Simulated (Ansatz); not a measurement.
## How many bands does the GW gap of YPO4 (I4_1/amd) need?

How do accuracy and time trade against each other in G0W0 on YPO4 (I4_1/amd)?

Calculated with Ansatz 0.2.0; G0W0 on r2SCAN, plane waves, PAW.

The database entry behind the starting cell differs from later determinations by our own check (impure mineral, about 0.2 % long), so it need not match the best structure at ambient conditions.

### Step 1. Starting point

Symmetry: I4_1/amd, No. 141, tetragonal system. The conventional cell has a = 6.895 Å, b = 6.895 Å, c = 6.028 Å, α = 90.00°, β = 90.00°, γ = 90.00°. Y has 8 O at 2.31 to 2.38 Å nearest. P has 4 O at 1.54 Å nearest. Nearest to O lie 1 P at 1.54 Å and 2 Y at 2.31 to 2.38 Å. Farther neighbours and most contacts between anions are not listed.

The cell and positions come from the Crystallography Open Database and are kept as given unless a step says otherwise. The default PAW set here is soft_2. Its files were made with PBE.

### Step 2. 108 empty bands, screening to 48 eV

G0W0 replaces the xc potential by the self-energy, built once from these orbitals. Only a window of levels is corrected, while the sums run over the empty bands that the input names.

The input, input.yaml:

```yaml
crystal:
  lattice:
    - [-3.44735, 3.44735, 3.0138]
    - [3.44735, -3.44735, 3.0138]
    - [3.44735, 3.44735, -3.0138]
  atoms:
    - { symbol: "Y", position: [0.75, 0.25, 0.5] }
    - { symbol: "Y", position: [0.0, 0.0, 0.0] }
    - { symbol: P, position: [0.5, 0.5, 0.0] }
    - { symbol: P, position: [0.25, 0.75, 0.5] }
    - { symbol: O, position: [0.1661, 0.3408, 0.8253] }
    - { symbol: O, position: [0.0908, 0.7655, 0.6747] }
    - { symbol: O, position: [0.5155, 0.3408, 0.1747] }
    - { symbol: O, position: [0.0908, 0.4161, 0.3253] }
    - { symbol: O, position: [0.5839, 0.9092, 0.6747] }
    - { symbol: O, position: [0.6592, 0.8339, 0.1747] }
    - { symbol: O, position: [0.2345, 0.9092, 0.3253] }
    - { symbol: O, position: [0.6592, 0.4845, 0.8253] }
kpoints:
  mp_grid: { grid: [4, 4, 4] }
hamiltonian:
  xc: r2scan
scf:
  occupations: { method: fixed }
gw:
  n_empty_bands: 108
  ecut_chi: 48
  qp_bands: [v4, c4]
  qp_kpoints: band_edges
  screening: { model: contour_deformation }
```

Launch:

```bash
> ansatz run input.yaml --threads 24 --pin off --max-ram 82944MiB --backend cuda --events-out ev --progress --plain --runs-dir out --devices 1 --max-vram 78GiB
```

Numbers of over 12 decimals in the logs are rounded to 6 here.

What it wrote:

```text
GPUs: using 1 of 1 available (devices: 1).
Engine: ansatz 0.2.0, aarch64-unknown-linux-gnu
Pseudopotentials: kind: paw
Pseudopotential: Y, paw, valence charge 11, recommended cutoff 500 eV (meta_gga), Y.paw.azcp
Pseudopotential: P, paw, valence charge 5, recommended cutoff 500 eV (meta_gga), P.paw.azcp
Pseudopotential: O, paw, valence charge 6, recommended cutoff 500 eV (meta_gga), O.paw.azcp
Functional definition: r2SCAN
  parameter k0 = 0.174
  parameter k1 = 0.065
  parameter a1 = 4.9479
  exchange = r2scan_x(k0 = k0, k1 = k1, a1 = a1)
  correlation = r2scan_c
[...]
Crystal: 12 atoms, lattice volume = 143.267 Å³
Basis set: ecut = 500 eV, 3683 PW (Γ), exchange–correlation on 180×180×180 points (64 copies of the dense FFT grid, shifted against one another)
Bands: 52, of which v1, the nominal top of the filled ones, is band 40 counted from 1 (39 counted from 0)
Symmetry: 16 space group operations
Space group: I41/amd (ITA 141), of the structure as read, at distance tolerance 5.2e-5 Å
k-points: 13 of 64
Non-local potential: Y, projectors of the file, l = 0: 3, l = 1: 2, l = 2: 2, l = 3: 1
Non-local potential: P, projectors of the file, l = 0: 2, l = 1: 2, l = 2: 2
Non-local potential: O, projectors of the file, l = 0: 2, l = 1: 2, l = 2: 1
PAW form: soft (Blöchl's): semilocal exchange-correlation on the pseudo side does not see the compensation charge
PAW frozen core: Y, regenerated for the run's functional (the file was generated under x = pbe(κ = 0.804, μ = 0.219515), c = pbe(β = 0.066725))
PAW frozen core: P, regenerated for the run's functional (the file was generated under x = pbe(κ = 0.804, μ = 0.219515), c = pbe(β = 0.066725))
PAW frozen core: O, regenerated for the run's functional (the file was generated under x = pbe(κ = 0.804, μ = 0.219515), c = pbe(β = 0.066725))
PAW one-centre angular grid: Y, 590 points (default); XC on 160 Gauss nodes
PAW one-centre angular grid: P, 302 points (default); XC on 160 Gauss nodes
PAW one-centre angular grid: O, 302 points (default); XC on 160 Gauss nodes
Initial density: superposition of atomic densities (neutral atoms: chi_scale 0, normalization atom), corrected by the library's trained network
Initial wavefunctions: pseudopotential atomic-orbital guess
[...]
Functional: x = r2scan, c = r2scan; τ floored in thin density (d = 2e-4 eV/Å³)
SCF iter   1: F=—  HF=-13805.026890 eV  |F-HF|=—  |Δ(HF+E_count)|=         —  Δρ=9.31e-3  dr2=1.30e-1  dr2_τ=1.05e0  ethr=1.77e-3  ⟨swp⟩=5.1  Hψ=2777  notcnv=0  defer=109
preconditioner: auto → Resta (q_TF=auto, 2.476 Å⁻¹)  ε∞=3.3  [insulator: Δε(μ)=6.856 eV  Ē_g=17.917 eV  n_scr=42 (ndim 8)  ℏωp=27.0 eV  f_vac=0.037  ε∞_Penn≈3.3]
SCF iter   2: F=—  HF=-13805.300849 eV  |F-HF|=—  |Δ(HF+E_count)|=   2.74e-1  Δρ=5.29e-3  dr2=2.65e-2  dr2_τ=3.11e-3  ethr=1.63e-4  ⟨swp⟩=2.8  Hψ=1310  notcnv=0  defer=130
SCF iter   3: F=—  HF=-13805.296145 eV  |F-HF|=—  |Δ(HF+E_count)|=   4.70e-3  Δρ=1.28e-3  dr2=1.77e-3  dr2_τ=3.20e-4  ethr=3.31e-5  ⟨swp⟩=3.8  Hψ=1137  notcnv=0  defer=130
SCF iter   4: F=—  HF=-13805.296088 eV  |F-HF|=—  |Δ(HF+E_count)|=   5.67e-5  Δρ=2.44e-4  dr2=5.83e-5  dr2_τ=1.17e-5  ethr=2.22e-6  ⟨swp⟩=2.7  Hψ=1059  notcnv=0  defer=130
SCF iter   5: F=—  HF=-13805.296115 eV  |F-HF|=—  |Δ(HF+E_count)|=   2.67e-5  Δρ=4.99e-5  dr2=3.73e-6  dr2_τ=3.52e-7  ethr=7.28e-8  ⟨swp⟩=2.1  Hψ=1141  notcnv=0  defer=129
SCF iter   6: F=—  HF=-13805.296116 eV  |F-HF|=—  |Δ(HF+E_count)|=   7.09e-7  Δρ=1.48e-5  dr2=3.41e-7  dr2_τ=2.04e-8  ethr=4.66e-9  ⟨swp⟩=2.0  Hψ=1031  notcnv=0  defer=129
SCF iter   7: F=-13805.296116 eV  HF=-13805.296116 eV  |F-HF|=4.73e-11  |Δ(HF+E_count)|=   1.74e-8  Δρ=2.20e-6  dr2=7.23e-9  dr2_τ=1.13e-9  ethr=1.25e-10  ⟨swp⟩=15.9  Hψ=3374  notcnv=0
SCF 1 converged in 7 iterations: F = -13805.296116 eV  dr2 = 7.23e-9
  greatest PAW one-centre occupation: 0.996 electrons in one spin orbital (limit 2), on the Y atom at site 1 (counted from 0), in its partial waves of l = 0
[...]
NSCF: frozen V_eff on 13 k-points
[...]
SCF converged after 7 iterations
[...]
5    44     14.1939   -10.4606    -4.0015   -16.3753  0.8508    16.1345    16.1071  root
     6    37      5.5229   -25.5131     4.5265   -20.2126  0.8101     4.7435     4.7490  root
     6    38      5.9869   -26.5614     4.5578   -21.3821  0.8135     5.3622     5.3654  root
     6    39      5.9905   -26.5492     4.5586   -21.3652  0.8134     5.3618     5.3651  root
     6    40      6.1380   -26.3884     4.6015   -21.1060  0.8117     5.4531     5.4571  root
     6    41     13.3484    -9.4491    -3.9038   -15.1890  0.8481    15.2111    15.1845  root
     6    42     13.4170    -8.5560    -4.1337   -14.5006  0.8502    15.2545    15.2279  root
     6    43     14.2308   -10.1508    -3.9546   -15.9711  0.8505    16.1228    16.0965  root
     6    44     14.2405   -10.3371    -3.9529   -16.2100  0.8494    16.1887    16.1605  root
     7    37      5.4189   -25.8468     4.5305   -20.6193  0.8113     4.7176     4.7219  root
     7    38      5.4189   -25.8468     4.5305   -20.6193  0.8113     4.7176     4.7219  root
     7    39      5.8964   -26.0392     4.5710   -20.7465  0.8111     5.1700     5.1747  root
     7    40      5.8964   -26.0392     4.5710   -20.7465  0.8111     5.1700     5.1747  root
     7    41     13.1331    -8.6835    -3.9809   -14.4281  0.8520    14.9204    14.8968  root
     7    42     13.1331    -8.6835    -3.9809   -14.4281  0.8520    14.9204    14.8968  root
     7    43     14.2304   -10.5284    -3.9327   -16.4225  0.8484    16.2214    16.1917  root
     7    44     14.2304   -10.5284    -3.9327   -16.4225  0.8484    16.2214    16.1917  root
     8    37      5.4350   -25.4992     4.5578   -20.1499  0.8089     4.6376     4.6435  root
     8    38      6.1758   -26.7808     4.5592   -21.6275  0.8146     5.5789     5.5818  root
     8    39      6.1758   -26.7808     4.5592   -21.6275  0.8146     5.5789     5.5818  root
     8    40      6.1925   -26.4012     4.5958   -21.1314  0.8119     5.5146     5.5185  root
     8    41     13.5963    -9.9737    -3.9355   -15.8281  0.8439    15.5461    15.5152  root
     8    42     13.8315    -8.9872    -4.3145   -15.2487  0.8437    15.8133    15.7784  root
     8    43     13.9047    -9.5937    -3.9110   -15.2056  0.8553    15.6258    15.6056  root
[...]
12    37      5.3368   -24.8779     4.4724   -19.5609  0.8097     4.4855     4.4922  root
    12    38      5.3368   -24.8779     4.4724   -19.5609  0.8097     4.4855     4.4922  root
    12    39      5.6695   -26.4585     4.5868   -21.1903  0.8131     4.9843     4.9883  root
    12    40      5.6695   -26.4585     4.5868   -21.1903  0.8131     4.9843     4.9883  root
    12    41     13.7473    -9.7282    -4.0663   -15.7317  0.8433    15.7173    15.6844  root
    12    42     13.7473    -9.7282    -4.0663   -15.7317  0.8433    15.7173    15.6844  root
    12    43     14.3707   -10.8434    -4.0583   -16.8921  0.8513    16.3905    16.3611  root
    12    44     14.3707   -10.8434    -4.0583   -16.8921  0.8513    16.3905    16.3611  root
```

Wall time 4.2 s (1 × NVIDIA GB200 (shared by 2 runs) with 24 threads of Arm Neoverse V2, shared host); peak memory 1.7 GiB; 16 s of CPU time.

Numbers from this step:

```
bands summed                                 : 148
RPA ε∞ on this mesh (eigenvalues)            : 2.837, 2.837, 3.181
plane waves in the screening matrix          : 103
q-points in the mesh                         : 64
G0W0 gap on the mesh                         : 8.855 eV
k of the valence top                         : 0, 0, 0
k of the conduction bottom                   : 0, 0, 0
starting gap on the mesh                     : 6.630 eV
Z at the valence top                         : 0.8124
Z at the conduction bottom                   : 0.8618
least direct G0W0 gap on the computed points : 8.855 eV
```

The gap on the mesh goes from 6.63 eV to 8.86 eV, a correction of +2.23 eV, though a band edge has moved to another state.

### Step 3. 305 empty bands, screening to 96 eV

Another rung: the empty bands reach about as high as the screening cutoff, so the two stay in balance.

input.yaml, as its differences from that of step 2:

```diff
@@ -25,4 +25,4 @@
 gw:
-  n_empty_bands: 108
-  ecut_chi: 48
+  n_empty_bands: 305
+  ecut_chi: 96
   qp_bands: [v4, c4]
```

What it wrote:

```text
GPUs: using 1 of 1 available (devices: 1).
[...]
Crystal: 12 atoms, lattice volume = 143.267 Å³
Basis set: ecut = 500 eV, 3683 PW (Γ), exchange–correlation on 180×180×180 points (64 copies of the dense FFT grid, shifted against one another)
Bands: 52, of which v1, the nominal top of the filled ones, is band 40 counted from 1 (39 counted from 0)
Symmetry: 16 space group operations
[...]
k-points: 13 of 64
[...]
SCF iter   1: F=—  HF=-13805.026890 eV  |F-HF|=—  |Δ(HF+E_count)|=         —  Δρ=9.31e-3  dr2=1.30e-1  dr2_τ=1.05e0  ethr=1.77e-3  ⟨swp⟩=5.1  Hψ=2777  notcnv=0  defer=109
[...]
SCF iter   7: F=-13805.296116 eV  HF=-13805.296116 eV  |F-HF|=4.73e-11  |Δ(HF+E_count)|=   1.74e-8  Δρ=2.20e-6  dr2=7.23e-9  dr2_τ=1.13e-9  ethr=1.25e-10  ⟨swp⟩=15.9  Hψ=3374  notcnv=0
SCF 1 converged in 7 iterations: F = -13805.296116 eV  dr2 = 7.23e-9
[...]
NSCF: frozen V_eff on 13 k-points
[...]
SCF converged after 7 iterations
[...]
4    44     14.3114   -10.1505    -4.4188   -16.0949  0.8429    15.8545    15.8370  root
     5    37      5.5277   -25.5595     4.3988   -20.2417  0.8015     4.6010     4.6086  root
     5    38      5.5723   -26.0252     4.3540   -20.8133  0.8036     4.7081     4.7143  root
     5    39      6.1490   -26.4263     4.4571   -21.1415  0.8023     5.3154     5.3213  root
     5    40      6.2120   -26.8361     4.3871   -21.6831  0.8053     5.4414     5.4461  root
     5    41     13.3236    -9.4208    -4.2677   -15.1350  0.8429    14.7858    14.7701  root
     5    42     13.5031    -8.7211    -4.5741   -14.7485  0.8436    14.9733    14.9563  root
     5    43     14.0617    -9.9112    -4.3181   -15.6998  0.8455    15.5476    15.5322  root
[...]
11    41     13.3703    -8.9995    -4.3891   -14.8140  0.8444    14.8113    14.7958  root
    11    42     13.3703    -8.9995    -4.3891   -14.8140  0.8444    14.8113    14.7958  root
    11    43     14.1142    -9.8595    -4.3718   -15.7116  0.8452    15.6105    15.5945  root
    11    44     14.1142    -9.8595    -4.3718   -15.7116  0.8452    15.6105    15.5945  root
```

Run time: 7.7 s. Hardware: 1 × NVIDIA GB200 (shared by 2 runs) with 24 threads; peak memory 2.1 GiB; 25 s of CPU time.

Numbers from this step:

- bands summed: 345
- RPA ε∞ on this mesh (eigenvalues): 2.820, 2.820, 3.158
- plane waves in the screening matrix: 313
- q-points in the mesh: 64
- G0W0 gap on the mesh: 8.773 eV
- k of the valence top: 0, 0, 0
- k of the conduction bottom: 0, 0, 0.25
- starting gap on the mesh: 6.630 eV
- Z at the valence top: 0.8027
- Z at the conduction bottom: 0.8481
- least direct G0W0 gap on the computed points: 8.792 eV

Against the run with 4×4×4 mesh, 108 empty bands, screening to 48 eV, the gap moves by −0.08 eV.

### Step 4. 658 empty bands, screening to 160 eV

input.yaml, as its differences from that of step 3:

```diff
@@ -25,4 +25,4 @@
 gw:
-  n_empty_bands: 305
-  ecut_chi: 96
+  n_empty_bands: 658
+  ecut_chi: 160.0
   qp_bands: [v4, c4]
```

What it wrote:

```text
GPUs: using 1 of 1 available (devices: 1).
[...]
Crystal: 12 atoms, lattice volume = 143.267 Å³
Basis set: ecut = 500 eV, 3683 PW (Γ), exchange–correlation on 180×180×180 points (64 copies of the dense FFT grid, shifted against one another)
Bands: 52, of which v1, the nominal top of the filled ones, is band 40 counted from 1 (39 counted from 0)
Symmetry: 16 space group operations
[...]
k-points: 13 of 64
[...]
5    42     13.5031    -8.7211    -4.7377   -14.7485  0.8427    14.8060    14.7928  root
     5    43     14.0617    -9.9112    -4.5062   -15.6998  0.8439    15.3556    15.3441  root
[...]
11    41     13.3703    -8.9995    -4.5577   -14.8140  0.8433    14.6391    14.6272  root
    11    42     13.3703    -8.9995    -4.5577   -14.8140  0.8433    14.6391    14.6272  root
    11    43     14.1142    -9.8595    -4.5588   -15.7116  0.8436    15.4195    15.4075  root
    11    44     14.1142    -9.8595    -4.5588   -15.7116  0.8436    15.4195    15.4075  root
[key lines of the parts left out:]
SCF converged after 7 iterations
```

It took 16 s on 1 × NVIDIA GB200 (shared by 2 runs) with 24 threads; peak memory 3.3 GiB; 52 s of CPU time.

This step gave:

| Quantity | Value |
| --- | --- |
| bands summed | 698 |
| RPA ε∞ on this mesh (eigenvalues) | 2.804, 2.804, 3.129 |
| plane waves in the screening matrix | 663 |
| G0W0 gap on the mesh | 8.882 eV |
| k of the valence top | 0, 0, 0 |
| k of the conduction bottom | 0, 0, 0.25 |
| starting gap on the mesh | 6.630 eV |
| least direct G0W0 gap on the computed points | 8.946 eV |

Against the run with 4×4×4 mesh, 305 empty bands, screening to 96 eV, the gap moves by +0.11 eV.

### Step 5. Changing the k mesh: 2×2×2 mesh, 305 empty bands, screening to 96 eV

A second mesh at equal bands and cutoff isolates the sampling error. Bands and cutoff differ from the step before, so it is read against an earlier run that matches them.

input.yaml, as its differences from that of step 4:

```diff
@@ -19,3 +19,3 @@
 kpoints:
-  mp_grid: { grid: [4, 4, 4] }
+  mp_grid: { grid: [2, 2, 2] }
 hamiltonian:
@@ -25,4 +25,4 @@
 gw:
-  n_empty_bands: 658
-  ecut_chi: 160.0
+  n_empty_bands: 305
+  ecut_chi: 96
   qp_bands: [v4, c4]
```

What it wrote:

```text
GPUs: using 1 of 1 available (devices: 1).
[...]
Crystal: 12 atoms, lattice volume = 143.267 Å³
Basis set: ecut = 500 eV, 3683 PW (Γ), exchange–correlation on 180×180×180 points (64 copies of the dense FFT grid, shifted against one another)
Bands: 52, of which v1, the nominal top of the filled ones, is band 40 counted from 1 (39 counted from 0)
Symmetry: 16 space group operations
[...]
0    44     14.4016    -9.4444    -4.3956   -15.2726  0.8440    15.8493    15.8341  root
[...]
3    41     13.7466    -9.7129    -4.4885   -15.7329  0.8369    15.2980    15.2781  root
     3    42     13.7466    -9.7129    -4.4885   -15.7329  0.8369    15.2980    15.2781  root
     3    43     14.3708   -10.7876    -4.4995   -16.8924  0.8437    15.9949    15.9761  root
     3    44     14.3708   -10.7876    -4.4995   -16.8924  0.8437    15.9949    15.9761  root
[key lines of the parts left out:]
SCF converged after 7 iterations
Free energy (F): -13805.280112 eV
Fermi energy:    6.353916 eV
```

Run time: 2.2 s. Hardware: 1 × NVIDIA GB200 (shared by 2 runs) with 24 threads; peak memory 1.6 GiB; 7.5 s of CPU time.

This step gave:

```
bands summed                                 : 345
RPA ε∞ on this mesh (eigenvalues)            : 2.841, 2.841, 3.185
plane waves in the screening matrix          : 313
G0W0 gap on the mesh                         : 8.801 eV
k of the valence top                         : 0, 0, 0
k of the conduction bottom                   : 0, 0, 0
starting gap on the mesh                     : 6.697 eV
least direct G0W0 gap on the computed points : 8.801 eV
```

Against the run with 4×4×4 mesh, 305 empty bands, screening to 96 eV, the gap moves by +0.03 eV, while the start moved by +0.07 eV. A band edge is found at another k point on this mesh.

[end of part 1 of 2]

[Paths, hosts, dates, memory and timing lines, banners, echoed tables and standing remarks are left out of the program output.]

[Logs are printed without paths, hosts, clocks, repeated set-up lines and the standing remarks that a program may print on its own settings, such as how far it seeks lower states.]

[Runs of the session that timed out or met a known fault of the program may be left out.]

[Cells called generated may have been cut or substituted from an entry of the Crystallography Open Database or the Materials Project.]

[Hosts, paths, dates, database ids (printed as entryN), source tags and the programs' standing remarks are cut or masked in the printed files.]
